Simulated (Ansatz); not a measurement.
# Cl on W(110): change of the work function, part 5 of 5

Aim: the work function of W(110) at several coverages of Cl (longbridge site), and the dipole that each adsorbate carries.

Ansatz 0.2.0; plane-wave DFT, PBE, Ansatz PAW.

So far, work function, upper face (eV): step 2 (the clean slab) 4.84; step 5 (adsorbate added, k-mesh 12×12×1, coverage 1 ML) 4.54; step 7 (the covered slab, atoms frozen) 4.34; step 8 (the substrate alone) 4.86; step 9 (the adsorbate layer alone) 8.06.

### 12. A changed input: efield.ramp_width = 0.15 and efield.amplitude = -0.3

System of this step: W(110). The cell holds 4 atoms: 4 W. Cell: a = 2.737 Å, b = 2.737 Å, c = 24.703 Å, α = 90.0°, β = 90.0°, γ = 70.5°. Vacuum lies along c.

Another changed input: it repeats the earlier run at 0 ML with efield.ramp_width from 0.06 to 0.15 and efield.amplitude to -0.3.

input.yaml reads:

```yaml
crystal:
  lattice:
    - [2.2344574285, -1.58, 0.0]
    - [2.2344574285, 1.58, 0.0]
    - [0.0, 0.0, 24.7033722856]
  atoms:
    - { symbol: W, position: [0.0, 0.0, 0.3643227287] }
    - { symbol: W, position: [0.5, 0.5, 0.4547742429] }
    - { symbol: W, position: [0.0, 0.0, 0.5452257571] }
    - { symbol: W, position: [0.5, 0.5, 0.6356772713] }
kpoints:
  mp_grid: { grid: [12, 12, 1] }
hamiltonian:
  xc: pbe
scf:
  occupations: { method: fermi_dirac, width: 0.1 }
  convergence: { dr2_threshold: 1.0e-08 }
efield:
  axis: 3
  dipole_correction: true
  ramp_position: 0.97
  ramp_width: 0.15
  amplitude: -0.3
relax:
  f_tol: 0.02
  max_steps: 60
  constraints: [{ sites: [0, 1] }]
output:
  write_potential: true
  write_density: true
  volumetric_format: npy
```

On the command line:

```
ansatz run input.yaml --threads 4 --pin off --max-ram 6144MiB --backend cpu --events-out ev --progress --plain --runs-dir out
```

Standard output:

```text
[...]
Crystal: 4 atoms, lattice volume = 174.428 Å³
Basis set: ecut = 420 eV, 3461 PW (Γ), exchange–correlation on 40×40×360 points (8 copies of the dense FFT grid, shifted against one another)
Bands: 34, of which v1, the nominal top of the filled ones, is band 28 counted from 1 (27 counted from 0)
Symmetry: 4 space group operations
k-points: 43 of 144
[...]
SCF iter   1: F=—  HF=-41538.086919 eV  |F-HF|=—  |Δ(HF+E_count)|=         —  Δρ=4.13e-2  dr2=1.26e1  ethr=3.10e-3  p=-0.118 e·Å  D=-1.22e-1 V/Å  ΔV_dip=3.02 eV  dr2_dipole=1.10e-2  V_vac-E_F(+/−)=4.96/8.08 eV  ⟨swp⟩=8.3  Hψ=16223  notcnv=0  defer=13
[...]
SCF iter  11: F=-41536.472448 eV  HF=-41536.472448 eV  |F-HF|=3.77e-9  |Δ(HF+E_count)|=   2.14e-8  Δρ=7.13e-7  dr2=1.17e-9  ethr=1.79e-11  p=-0.125 e·Å  D=-1.30e-1 V/Å  ΔV_dip=3.21 eV  dr2_dipole=6.76e-12  V_vac-E_F(+/−)=3.03/5.96 eV  ⟨swp⟩=11.2  Hψ=11268  notcnv=0
SCF 1 converged in 11 iterations: F = -41536.472448 eV  dr2 = 1.17e-9
[...]
relax step   1: F+E_penalty+E_count = -41536.47244827 eV  Δ(F+E_penalty+E_count) = +0.000e0 eV  max|allowed force component| = 6.392e-1 eV/Å  Δτ_max = 0.0000 Å  (11 SCF iters, accepted)
Bands: 40, of which v1, the nominal top of the filled ones, is band 28 counted from 1 (27 counted from 0)
[...]
SCF iter   9: F=-41536.431092 eV  HF=-41536.431092 eV  |F-HF|=1.11e-8  |Δ(HF+E_count)|=   2.44e-8  Δρ=1.23e-6  dr2=3.26e-9  ethr=1.79e-11  p=-0.118 e·Å  D=-1.22e-1 V/Å  ΔV_dip=3.02 eV  dr2_dipole=2.36e-10  V_vac-E_F(+/−)=2.86/5.97 eV  ⟨swp⟩=11.6  Hψ=11486  notcnv=0
SCF 2 converged in 9 iterations: F = -41536.431092 eV  dr2 = 3.26e-9
[...]
relax step   2: F+E_penalty+E_count = -41536.43109197 eV  Δ(F+E_penalty+E_count) = +4.136e-2 eV  max|allowed force component| = 1.326e0 eV/Å  Δτ_max = 0.1083 Å  (9 SCF iters, rejected (line search))
[...]
SCF iter   9: F=-41536.484508 eV  HF=-41536.484508 eV  |F-HF|=3.93e-9  |Δ(HF+E_count)|=   2.82e-8  Δρ=7.31e-7  dr2=1.78e-9  ethr=1.79e-11  p=-0.122 e·Å  D=-1.27e-1 V/Å  ΔV_dip=3.14 eV  dr2_dipole=1.06e-12  V_vac-E_F(+/−)=2.96/5.96 eV  ⟨swp⟩=11.0  Hψ=10881  notcnv=0
SCF 3 converged in 9 iterations: F = -41536.484508 eV  dr2 = 1.78e-9
relax step   3: F+E_penalty+E_count = -41536.48450755 eV  Δ(F+E_penalty+E_count) = -1.206e-2 eV  max|allowed force component| = 8.224e-2 eV/Å  Δτ_max = 0.0345 Å  (9 SCF iters, accepted)
SCF iter   1: F=—  HF=-41536.485099 eV  |F-HF|=—  |Δ(HF+E_count)|=         —  Δρ=7.75e-4  dr2=4.38e-3  ethr=1.66e-4  p=-0.122 e·Å  D=-1.27e-1 V/Å  ΔV_dip=3.14 eV  dr2_dipole=5.56e-4  V_vac-E_F(+/−)=2.96/5.96 eV  ⟨swp⟩=2.0  Hψ=2957  notcnv=0  defer=49
[...]
SCF iter   7: F=-41536.484841 eV  HF=-41536.484841 eV  |F-HF|=4.63e-9  |Δ(HF+E_count)|=   7.05e-8  Δρ=1.64e-6  dr2=8.61e-9  ethr=1.79e-11  p=-0.123 e·Å  D=-1.28e-1 V/Å  ΔV_dip=3.16 eV  dr2_dipole=1.21e-13  V_vac-E_F(+/−)=2.98/5.96 eV  ⟨swp⟩=11.5  Hψ=11440  notcnv=0
SCF 4 converged in 7 iterations: F = -41536.484841 eV  dr2 = 8.61e-9
relax step   4: F+E_penalty+E_count = -41536.48484068 eV  Δ(F+E_penalty+E_count) = -3.331e-4 eV  max|allowed force component| = 1.340e-2 eV/Å  Δτ_max = 0.0135 Å  (7 SCF iters, accepted)
[...]
SCF converged after 7 iterations
Free energy (F): -41536.484841 eV
[...]
Internal energy: -41536.385031 eV  (E = F + TS)
E sigma→0 (E₀):  -41536.434936 eV
Entropy (-TS):   -0.099809 eV (-24.952 meV/atom)
Fermi energy:    5.389286 eV
Dipole field:    D = -0.127746 V/Å  (p = -0.123141 e·Å, saw-weighted, corrected)
Work function:   not extracted (applied field tilts the vacuum); planar V_es + V_field profile in the machine report
[...]
--- Forces (eV/Å), atoms counted from 1 ---
  atom   1  W      0.00000000     0.00000000     0.37536038
  atom   2  W      0.00000000    -0.00000000    -0.35455810
  atom   3  W      0.00000000    -0.00000000    -0.00742097
  atom   4  W      0.00000000    -0.00000000    -0.01339593
  max |Σ_I F_I| component: 1.46e-5 eV/Å
--- Band table (eV; the first three rows and the last of 43) ---
  k-point 0: bands = [... 24 lower, 3.9403, 3.9733, 4.1547, 4.7291, 5.0009, 5.9417, 6.2083, 7.1155, ... 8 higher]
  k-point 1: bands = [... 24 lower, 3.7572, 3.9447, 4.3043, 4.6702, 4.9989, 5.5252, 6.4330, 6.9376, ... 8 higher]
  k-point 2: bands = [... 24 lower, 3.5833, 3.7168, 4.1486, 4.5651, 5.1003, 5.4804, 6.8067, 6.8426, ... 8 higher]
  k-point 42: bands = [... 24 lower, 3.9816, 5.9212, 6.0285, 6.4497, 6.5408, 7.0530, 7.4359, 9.0220, ... 8 higher]
--- Relaxed structure (4 steps of the walk, 3 accepted, 0 SCFs on fresh bases) ---
  F+E_penalty+E_count = -41536.48484068 eV   max|allowed force component| = 1.340e-2 eV/Å
  atoms:
    - { symbol: W, position: [0.0, 0.0, 0.3643227287] }
    - { symbol: W, position: [0.5, 0.5, 0.4547742429] }
    - { symbol: W, position: [-6.677207e-19, 6.677207e-19, 0.546764] }
    - { symbol: W, position: [0.5, 0.5, 0.635587] }
```

It took 31 s on 4 threads of Arm Neoverse V1, shared host; peak memory 0.54 GiB; 2 min of CPU time.

Step by step:

| step | energy less that of the first step (eV) | largest force component (eV/Å) |
| --- | --- | --- |
| 1 | 0.0000 | 0.6392 |
| 2 | 0.0414 | 1.3255 |
| 3 | -0.0121 | 0.0822 |
| 4 | -0.0124 | 0.0134 |

Relaxation step 2 was tried and not accepted.

Forces are held to the 4 operations that the program found; a distortion that breaks them can't arise in this run.

The atoms that moved most (Å):

| atom | dx | dy | dz | length |
| --- | --- | --- | --- | --- |
| W3 | 0.000 | 0.000 | 0.038 | 0.038 |

The relaxed structure:

```
W
1.0
     2.23446   -1.58000    0.00000
     2.23446    1.58000    0.00000
     0.00000    0.00000   24.70337
W
4
Direct
  0.00000 0.00000 0.36432
  0.50000 0.50000 0.45477
  0.00000 0.00000 0.54676
  0.50000 0.50000 0.63559
```

This step gave:

- energy at zero smearing: -41536.4349 eV
- dipole along the normal: -0.1231 e·Å

| quantity | this run | earlier run | difference |
| --- | --- | --- | --- |
| dipole along the normal (e·Å) | -0.1231 | 0.002118 | -0.13 |

The applied field differs between the two, so the dipoles differ in any case.

### 13. Outcome

```yaml
work_function_of_the_clean_face: 4.84 eV
work_function_at_0p25_ml: 4.34 eV
work_function_at_0p5_ml: 4.26 eV
work_function_at_1_ml: 4.54 eV
dipole_per_adsorbate_at_0p25_ml_positive_end_outwards: 0.37 D
step_of_the_potential_from_the_moved_charge_at_0p25_ml_upper_less_lower_side_atoms_held: -0.513 eV
```

In words: Cl lowers the work function of W(110) at the lowest coverage, by 0.50 eV: the adsorbate layer has its positive end outwards. The dipole per adsorbate falls from 0.37 to 0.05 D as the layer fills. Neighbouring dipoles depolarise each other, and heights and bonding change with coverage too. The work function passes a minimum near 0.5 ML among the coverages run and rises again. An electronegative adsorbate that lowers the work function shows that charge transfer alone doesn't fix the sign: the pushed-back electron tail of the metal and the adsorbate's own polarisation count too. At the highest coverage the adsorbates are pressed to about 2.7 Å, closer than unbonded atoms of this kind usually come, so a real layer may not reach it. The slab has 4 layers, at the tabulated experimental lattice constant, one starting site was run, and quantum-size effects of a slab this thin can reach one or two tenths of an eV.

[Long decimals in the printed logs are rounded to 6 places.]

[Logs are printed without paths, hosts, clocks, repeated set-up lines and the standing remarks that a program may print on its own settings, such as how far it seeks lower states.]

[Hosts, paths, dates, database ids (printed as entryN), source tags and the programs' standing remarks are cut or masked in the printed files.]

[Maps of the electrostatic potential energy from Ansatz leave out the sawtooth potential of an applied field or a dipole correction, so their vacuum need not be flat; planar profiles and work functions include it.]
